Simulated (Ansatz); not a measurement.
# How fast states decay through LuScS2F2, part 2 of 3

A new crystal, LuScS2F2: structure, gap and complex bands. It is built by putting Sc for part of the Lu in the LuSF structure of space group R-3m, with the volume rescaled by atomic radii. The parent structure comes from the Materials Project.

Ansatz 0.2.0; LDA DFT, plane waves, PAW files (the session's first sound run).

So far. Step 2 (Relaxing the new crystal): The largest force component on a free atom ends at 0.0031 eV/Å.

The structure was built from a prototype and need not be the compound's stable phase.

## Step 3: Band edges

The energy window and the wavevectors of the next steps follow from the band edges, so these are searched first, off the mesh as well.

File input.yaml:

```yaml
crystal:
  lattice:
    - [1.8839440412, 1.0876955993, 8.0365647322]
    - [-1.8839440412, 1.0876955993, 8.0365647322]
    - [0.0, -2.1753911987, 8.0365647322]
  atoms:
    - { symbol: Sc, position: [0.0, 0.0, 0.0] }
    - { symbol: Lu, position: [0.5, 0.5, 0.5] }
    - { symbol: S, position: [0.6106820278, 0.6106820278, 0.6106820278] }
    - { symbol: S, position: [0.3893179722, 0.3893179722, 0.3893179722] }
    - { symbol: F, position: [0.8148722439, 0.8148722439, 0.8148722439] }
    - { symbol: F, position: [0.1851277561, 0.1851277561, 0.1851277561] }
kpoints:
  mp_grid: { grid: [8, 8, 8] }
  band_path: { path: [VBM, CBM], npoints: 30 }
scf:
  occupations: { method: fixed }
hamiltonian:
  xc: lda
output:
  eigenvalues: true
  write_potential: true
  write_density: true
  volumetric_format: npy
```

Started as:

```bash
$ ansatz run input.yaml --threads 2 --pin off --max-ram 4096MiB --backend cpu --events-out ev --progress --plain --runs-dir out
```

Numbers of over 12 decimals in the logs are rounded to 6 here.

What it wrote:

```text
[...]
Crystal: 6 atoms, lattice volume = 98.809 Å³
Basis set: ecut = 420 eV, 1947 PW (Γ), FFT grids on a1−a2, a2, −a2+a3
Bands: 38, of which v1, the nominal top of the filled ones, is band 31 counted from 1 (30 counted from 0)
Symmetry: 12 space group operations
[...]
k-points: 65 of 512
[...]
SCF iter   1: F=—  HF=-19920.587399 eV  |F-HF|=—  |Δ(HF+E_count)|=         —  Δρ=1.37e-2  dr2=1.50e-1  ethr=1.77e-3  ⟨swp⟩=5.0  Hψ=9443  notcnv=0  defer=297
[...]
SCF iter   9: F=-19920.541636 eV  HF=-19920.541636 eV  |F-HF|=7.82e-9  |Δ(HF+E_count)|=  3.75e-10  Δρ=4.03e-6  dr2=1.35e-8  ethr=1.61e-10  ⟨swp⟩=12.3  Hψ=13014  notcnv=0
SCF 1 converged in 9 iterations: F = -19920.541636 eV  dr2 = 1.35e-8
[...]
NSCF: frozen V_eff on 32 k-points
[...]
SCF converged after 9 iterations
Free energy (F): -19920.541636 eV
[...]
Internal energy: -19920.541636 eV  (E = F + TS)
E sigma→0 (E₀):  -19920.541636 eV
Fermi energy:    8.899246 eV
[...]
--- Band table (eV; the first three rows and the last of 65) ---
  k-point 0: bands = [... 27 lower, 6.8830, 8.3325, 8.8992, 8.8992, 11.2290, 11.2290, 11.3830, 12.5861, ... 3 higher]
  k-point 1: bands = [... 27 lower, 6.9399, 8.1656, 8.4310, 8.6309, 11.1939, 11.4832, 11.5920, 12.5239, ... 3 higher]
  k-point 2: bands = [... 27 lower, 7.0581, 7.0731, 8.1537, 8.2701, 11.0126, 11.8532, 11.8961, 12.7254, ... 3 higher]
  k-point 64: bands = [... 27 lower, 6.9435, 7.0290, 8.7196, 8.7196, 11.2507, 11.2507, 11.8740, 13.5675, ... 3 higher]
```

The job ended after 16 s (2 threads of Arm Neoverse V2, shared host; peak memory 0.49 GiB).

In the SCF lines HF is the Harris–Foulkes energy and dr2 the Hartree energy of the density residual, in eV; the loop may stop once dr2 is under the threshold and the program's other checks hold. Hψ counts applications of the Hamiltonian.

Numbers from this step:

```yaml
free_energy: -19920.5416 eV
fermi_energy: 8.899 eV
gap_on_the_k_mesh: 1.568 eV
gap_on_path: 1.568 eV, by band count; negative where bands overlap
direct_gap_on_path: 2.330 eV
edge_places_on_path: 0, 0.9974 1/A along the path
```

The electronic bands at the labelled points (eV, zero at the Fermi level (highest filled level under fixed occupations); v1 is the highest filled band, c1 the lowest empty one):

| point | v4 | v3 | v2 | v1 | c1 | c2 | c3 | c4 |
| --- | --- | --- | --- | --- | --- | --- | --- | --- |
| VBM | -2.02 | -0.57 | 0.00 | 0.00 | 2.33 | 2.33 | 2.48 | 3.69 |
| halfway | -1.87 | -1.85 | -0.72 | -0.67 | 1.95 | 3.04 | 3.20 | 3.76 |
| CBM | -2.49 | -1.73 | -1.28 | -1.13 | 1.57 | 3.32 | 3.39 | 3.89 |

The searched edges give 1.57 eV, as on the mesh.

## Step 4: Complex bands, plane (101)

This step: LDA DFT, plane waves, PAW files; complex bands by layer matching along the plane's normal (Ansatz 0.2.0).

The same crystal is laid in a cell whose first two vectors span the (101) plane (indices of the standard conventional cell, whose axes can be ordered otherwise than in the bulk input). At fixed energy and wavevector in the plane the solver finds all kz, real and complex. A few wavevectors are listed, (0, 0) and (0, -0.5) in units of the plane's reciprocal vectors; the slowest state needn't be among them.

File input.yaml:

```yaml
crystal:
  lattice:
    - [3.767888082, 0.0, 0.0]
    - [1.883944041, 8.109836892, 0.0]
    - [1.883944041, -0.437646922, 3.233604896]
  atoms:
    - { symbol: Sc, position: [0.0, 0.0, 0.0] }
    - { symbol: Lu, position: [0.0, 0.5, 0.5] }
    - { symbol: S, position: [0.7786359444, 0.8320460834, 0.6106820278] }
    - { symbol: S, position: [0.2213640556, 0.1679539166, 0.3893179722] }
    - { symbol: F, position: [0.3702555122, 0.4446167317, 0.8148722439] }
    - { symbol: F, position: [0.6297444878, 0.5553832683, 0.1851277561] }
kpoints:
  mp_grid: { grid: [8, 8, 8] }
scf:
  occupations: { method: fixed }
hamiltonian:
  xc: lda
output:
  eigenvalues: true
  transmission:
    leads: [[0, 0]]
    kpoints: [[0.0, 0.0], [0.0, -0.5]]
    e_range: [-1.0, 2.57]
    de: 0.09
```

What it wrote:

```text
[...]
Crystal: 6 atoms, lattice volume = 98.809 Å³
Basis set: ecut = 420 eV, 1947 PW (Γ)
Bands: 38, of which v1, the nominal top of the filled ones, is band 31 counted from 1 (30 counted from 0)
Symmetry: 12 space group operations
[...]
k-points: 65 of 512
[...]
SCF iter   1: F=—  HF=-19920.587405 eV  |F-HF|=—  |Δ(HF+E_count)|=         —  Δρ=1.37e-2  dr2=1.50e-1  ethr=1.77e-3  ⟨swp⟩=5.0  Hψ=9445  notcnv=0  defer=300
[...]
SCF iter   9: F=-19920.541636 eV  HF=-19920.541636 eV  |F-HF|=7.30e-9  |Δ(HF+E_count)|=  8.15e-10  Δρ=3.77e-6  dr2=1.23e-8  ethr=1.61e-10  ⟨swp⟩=12.2  Hψ=12944  notcnv=0
SCF 1 converged in 9 iterations: F = -19920.541636 eV  dr2 = 1.23e-8
[...]
transmission: 6 of 12 steps passed
transmission: 12 of 12 steps passed
SCF converged after 9 iterations
Free energy (F): -19920.541636 eV
[...]
Internal energy: -19920.541636 eV  (E = F + TS)
E sigma→0 (E₀):  -19920.541636 eV
Fermi energy:    8.899244 eV
[...]
--- Band table (eV; the first three rows and the last of 65) ---
  k-point 0: bands = [... 27 lower, 6.8830, 8.3325, 8.8992, 8.8992, 11.2290, 11.2290, 11.3829, 12.5861, ... 3 higher]
  k-point 1: bands = [... 27 lower, 6.9399, 8.1656, 8.4310, 8.6309, 11.1939, 11.4832, 11.5920, 12.5239, ... 3 higher]
  k-point 2: bands = [... 27 lower, 7.0581, 7.0731, 8.1537, 8.2701, 11.0126, 11.8532, 11.8961, 12.7254, ... 3 higher]
  k-point 64: bands = [... 27 lower, 6.2098, 6.8159, 7.1812, 7.4420, 11.2993, 11.9932, 12.2289, 12.8879, ... 3 higher]
--- Transmission ---
  basis      : 269 plane waves across, 6 finite elements along
  points     : 2, as listed
  energies   : 40 from -1.000000 to 2.510000 eV about the Fermi level, 0.090000 eV apart; the leads are filled to 0.784165 eV, and channels, transmission and decay are at 0.800000 eV
  crystal 0  : S2F2Sc1Lu1, at the sites [0, 0], period 3.2336 Å: whole cells are its period
    offset         : up to 0.0000 Å between an atom of the period and one for which it stands
    channels       : 0.000000e0 a spin
    conductance    : none, the energies end too early or step too widely for 300 K: set another output.transmission.e_range or a lower de, or, where they end at an eighth of basis.ecutwfc, a higher one
    slowest decay  : 0.1923 /Å at (0.0000, 0.0000)
```

The job ended after 61 s (2 threads; peak memory 0.82 GiB).

This step gave:

```yaml
level_to_which_the_leads_are_filled: 0.7842 eV from the Fermi level
decay_constant_at_the_filling_level_zone_centre: 0.1923 Å⁻¹
decay_constant_at_the_filling_level_slowest_listed_point: 0.1923 Å⁻¹
```

K parallel (0, 0); values up to 1.5 1/Å, a degenerate pair printed once or twice; energies at which all values exceed this have no row. The Im kz of the slowest decaying states by energy, zero at the highest filled level on the SCF mesh:

| energy (eV) | decay 1 (Å⁻¹) | decay 2 (Å⁻¹) | decay 3 (Å⁻¹) | decay 4 (Å⁻¹) |
| --- | --- | --- | --- | --- |
| -1.00 | 0.249 | 0.534 | 0.572 | 0.591 |
| -0.82 | 0.218 | 0.540 | 0.576 | 0.589 |
| -0.73 | 0.190 | 0.544 | 0.578 | 0.588 |
| -0.55 | 0.551 | 0.582 | 0.584 | 0.870 |
| -0.46 | 0.0336 | 0.555 | 0.580 | 0.583 |
| -0.28 | 0.203 | 0.568 | 0.585 | 0.875 |
| -0.19 | 0.238 | 0.568 | 0.586 | 0.876 |
| -0.01 | 0.289 | 0.568 | 0.587 | 0.875 |
| 0.08 | 0.0701 | 0.118 | 0.308 | 0.567 |
| 0.26 | 0.122 | 0.201 | 0.339 | 0.565 |
| 0.44 | 0.154 | 0.246 | 0.362 | 0.563 |
| 0.53 | 0.166 | 0.262 | 0.372 | 0.561 |
| 0.71 | 0.185 | 0.285 | 0.389 | 0.556 |
| 0.80 | 0.192 | 0.293 | 0.396 | 0.554 |
| 0.98 | 0.204 | 0.303 | 0.407 | 0.547 |
| 1.07 | 0.209 | 0.305 | 0.412 | 0.542 |
| 1.25 | 0.215 | 0.305 | 0.419 | 0.531 |
| 1.43 | 0.217 | 0.298 | 0.423 | 0.514 |
| 1.52 | 0.217 | 0.292 | 0.425 | 0.502 |
| 1.70 | 0.213 | 0.274 | 0.414 | 0.426 |
| 1.79 | 0.208 | 0.261 | 0.320 | 0.425 |
| 1.97 | 0.193 | 0.227 | 0.421 | 0.512 |
| 2.06 | 0.181 | 0.203 | 0.418 | 0.508 |
| 2.24 | 0.125 | 0.133 | 0.410 | 0.482 |
| 2.33 | 0.405 | 0.464 | 0.507 | 0.553 |
| 2.51 | 0.255 | 0.396 | 0.415 | 0.501 |

K parallel (0, 0). The Re kz of states that move upwards by energy, zero at the highest filled level on the SCF mesh:

| energy (eV) | channel 1 (Å⁻¹) | channel 2 (Å⁻¹) | channel 3 (Å⁻¹) | channel 4 (Å⁻¹) |
| --- | --- | --- | --- | --- |
| -1.00 | -0.665 | -0.644 | -0.297 | - |
| -0.82 | -0.586 | -0.527 | -0.261 | - |
| -0.64 | -0.492 | -0.430 | -0.223 | - |
| -0.46 | -0.340 | -0.188 | - | - |
| -0.28 | -0.249 | -0.140 | - | - |
| -0.10 | -0.140 | -0.0808 | - | - |
| -0.01 | -0.0428 | -0.0250 | - | - |
| 0.08 | - | - | - | - |
| 0.26 | - | - | - | - |
| 0.44 | - | - | - | - |
| 0.62 | - | - | - | - |
| 0.80 | - | - | - | - |
| 0.89 | - | - | - | - |
| 1.07 | - | - | - | - |
| 1.25 | - | - | - | - |
| 1.43 | - | - | - | - |
| 1.61 | - | - | - | - |
| 1.79 | - | - | - | - |
| 1.97 | -0.702 | - | - | - |
| 2.15 | -0.439 | - | - | - |
| 2.33 | -0.165 | 0.00714 | 0.0118 | - |
| 2.51 | 0.0871 | 0.197 | - | - |

K parallel (0, -0.5); values up to 1.5 1/Å, a degenerate pair printed once or twice; energies at which all values exceed this have no row. Table of Im kz of the slowest decaying states by energy, zero at the highest filled level on the SCF mesh:

| energy (eV) | decay 1 (Å⁻¹) | decay 2 (Å⁻¹) | decay 3 (Å⁻¹) | decay 4 (Å⁻¹) |
| --- | --- | --- | --- | --- |
| -1.00 | 0.206 | 0.355 | 0.527 | 0.599 |
| -0.73 | 0.304 | 0.403 | 0.539 | 0.608 |
| -0.46 | 0.361 | 0.430 | 0.547 | 0.614 |
| -0.28 | 0.390 | 0.441 | 0.550 | 0.618 |
| -0.01 | 0.112 | 0.184 | 0.423 | 0.452 |
| 0.26 | 0.172 | 0.270 | 0.449 | 0.457 |
| 0.53 | 0.208 | 0.312 | 0.455 | 0.468 |
| 0.80 | 0.232 | 0.332 | 0.442 | 0.481 |
| 0.98 | 0.242 | 0.337 | 0.418 | 0.485 |
| 1.25 | 0.252 | 0.332 | 0.341 | 0.485 |
| 1.52 | 0.142 | 0.254 | 0.314 | 0.475 |
| 1.79 | 0.247 | 0.279 | 0.457 | 0.464 |
| 1.97 | 0.234 | 0.242 | 0.439 | 0.455 |
| 2.24 | 0.141 | 0.185 | 0.403 | 0.438 |
| 2.51 | 0.198 | 0.365 | 0.416 | 0.603 |

K parallel (0, -0.5). Table of Re kz of states that move upwards by energy, zero at the highest filled level on the SCF mesh:

| energy (eV) | channel 1 (Å⁻¹) | channel 2 (Å⁻¹) |
| --- | --- | --- |
| -1.00 | -0.712 | -0.348 |
| -0.91 | -0.627 | -0.326 |
| -0.82 | -0.558 | -0.304 |
| -0.73 | -0.497 | -0.282 |
| -0.64 | -0.441 | -0.259 |
| -0.55 | -0.387 | -0.234 |
| -0.46 | -0.332 | -0.208 |
| -0.37 | -0.275 | -0.179 |
| -0.28 | -0.208 | -0.143 |
| -0.19 | -0.101 | -0.0808 |
| -0.01 | - | - |
| 0.08 | - | - |
| 0.17 | - | - |
| 0.26 | - | - |
| 0.35 | - | - |
| 0.44 | - | - |
| 0.53 | - | - |
| 0.62 | - | - |
| 0.71 | - | - |
| 0.80 | - | - |
| 0.89 | - | - |
| 0.98 | - | - |
| 1.07 | - | - |
| 1.16 | - | - |
| 1.25 | - | - |
| 1.34 | - | - |
| 1.43 | - | - |
| 1.52 | - | - |
| 1.70 | -0.780 | - |
| 1.79 | -0.702 | - |
| 1.88 | -0.635 | - |
| 1.97 | -0.573 | - |
| 2.06 | -0.511 | - |
| 2.15 | -0.447 | - |
| 2.24 | -0.371 | - |
| 2.33 | -0.255 | - |
| 2.42 | 0.0646 | - |
| 2.51 | 0.131 | - |

At the listed wavevectors the last open channel is at -0.01 eV and the next at +1.61 eV on the grid. At +0.80 eV, the grid energy nearest the filling level (the middle of the gap on the SCF mesh), the slowest state at the listed wavevectors decays with κ = 0.192 Å⁻¹, its amplitude falling by e over 5.2 Å. Through 1 nm of this crystal that state's transmission falls by exp(−2 × 0.192 Å⁻¹ × 10 Å) = 0.021.

## Step 5: Decay over the two-dimensional zone

The listed points could miss the slowest state, so one energy near mid-gap is solved on a mesh of 14×6.

Edit input.yaml of step 4 so:

```diff
@@ -20,6 +20,2 @@
   eigenvalues: true
-  transmission:
-    leads: [[0, 0]]
-    kpoints: [[0.0, 0.0], [0.0, -0.5]]
-    e_range: [-1.0, 2.57]
-    de: 0.09
+  transmission: { leads: [[0, 0]], kmesh: [14, 6], e_range: [0.78, 0.79], de: 0.05 }
```

What it wrote:

```text
[...]
Crystal: 6 atoms, lattice volume = 98.809 Å³
Basis set: ecut = 420 eV, 1947 PW (Γ)
Bands: 38, of which v1, the nominal top of the filled ones, is band 31 counted from 1 (30 counted from 0)
Symmetry: 12 space group operations
[...]
k-points: 65 of 512
[...]
SCF iter   1: F=—  HF=-19920.587405 eV  |F-HF|=—  |Δ(HF+E_count)|=         —  Δρ=1.37e-2  dr2=1.50e-1  ethr=1.77e-3  ⟨swp⟩=5.0  Hψ=9445  notcnv=0  defer=300
[...]
SCF iter   9: F=-19920.541636 eV  HF=-19920.541636 eV  |F-HF|=7.30e-9  |Δ(HF+E_count)|=  8.15e-10  Δρ=3.77e-6  dr2=1.23e-8  ethr=1.61e-10  ⟨swp⟩=12.2  Hψ=12944  notcnv=0
SCF 1 converged in 9 iterations: F = -19920.541636 eV  dr2 = 1.23e-8
[...]
transmission: 36 of 264 steps passed
transmission: 60 of 264 steps passed
[...]
transmission: 264 of 264 steps passed
SCF converged after 9 iterations
Free energy (F): -19920.541636 eV
[...]
Internal energy: -19920.541636 eV  (E = F + TS)
E sigma→0 (E₀):  -19920.541636 eV
Fermi energy:    8.899244 eV
[...]
--- Band table (eV; the first three rows and the last of 65) ---
  k-point 0: bands = [... 27 lower, 6.8830, 8.3325, 8.8992, 8.8992, 11.2290, 11.2290, 11.3829, 12.5861, ... 3 higher]
  k-point 1: bands = [... 27 lower, 6.9399, 8.1656, 8.4310, 8.6309, 11.1939, 11.4832, 11.5920, 12.5239, ... 3 higher]
  k-point 2: bands = [... 27 lower, 7.0581, 7.0731, 8.1537, 8.2701, 11.0126, 11.8532, 11.8961, 12.7254, ... 3 higher]
  k-point 64: bands = [... 27 lower, 6.2098, 6.8159, 7.1812, 7.4420, 11.2993, 11.9932, 12.2289, 12.8879, ... 3 higher]
--- Transmission ---
  basis      : 269 plane waves across, 6 finite elements along
  points     : 44, standing for a mesh of 14 x 6
  energies   : 1 from 0.780000 to 0.780000 eV about the Fermi level; the leads are filled to 0.784165 eV, and channels, transmission and decay are at 0.780000 eV
[...]
channels       : 0.000000e0 a spin
    conductance    : none, crystal 0 has no channel at the energies, or these end too early or step too widely for 300 K: set another output.transmission.e_range or a lower de, or, where they end at an eighth of basis.ecutwfc, a higher one
    slowest decay  : 0.1907 /Å at (0.0000, 0.0000)
```

The job ended after 80 s (2 threads; peak memory 0.82 GiB).

This step gave:

```
least decay constant on the mesh : 0.1907 Å⁻¹
```

Slowest decay constant (1/Å; 0 where a channel is open) over k1 and k2. At 0.7800 eV from the Fermi level.

Ten even steps from '0' (0.191) to '9' (0.297):
```
67899872678876
66799760578997
56788750578876
67998750679976
66788762789987
56799883889976
```
Columns: k1 (b1) from -0.5 to 0.429; rows upwards: k2 (b2) from -0.5 to 0.333.

The least value on the mesh is 0.191 Å⁻¹ at +0.78 eV. At that energy the listed points give about 0.191 Å⁻¹ by interpolation, so the mesh holds no clearly slower state.

[end of part 2 of 3]

[Logs are printed without paths, hosts, clocks, repeated set-up lines and the standing remarks that a program may print on its own settings, such as how far it seeks lower states.]

[Hosts, paths, dates, database ids (printed as entryN), source tags and the programs' standing remarks are cut or masked in the printed files.]
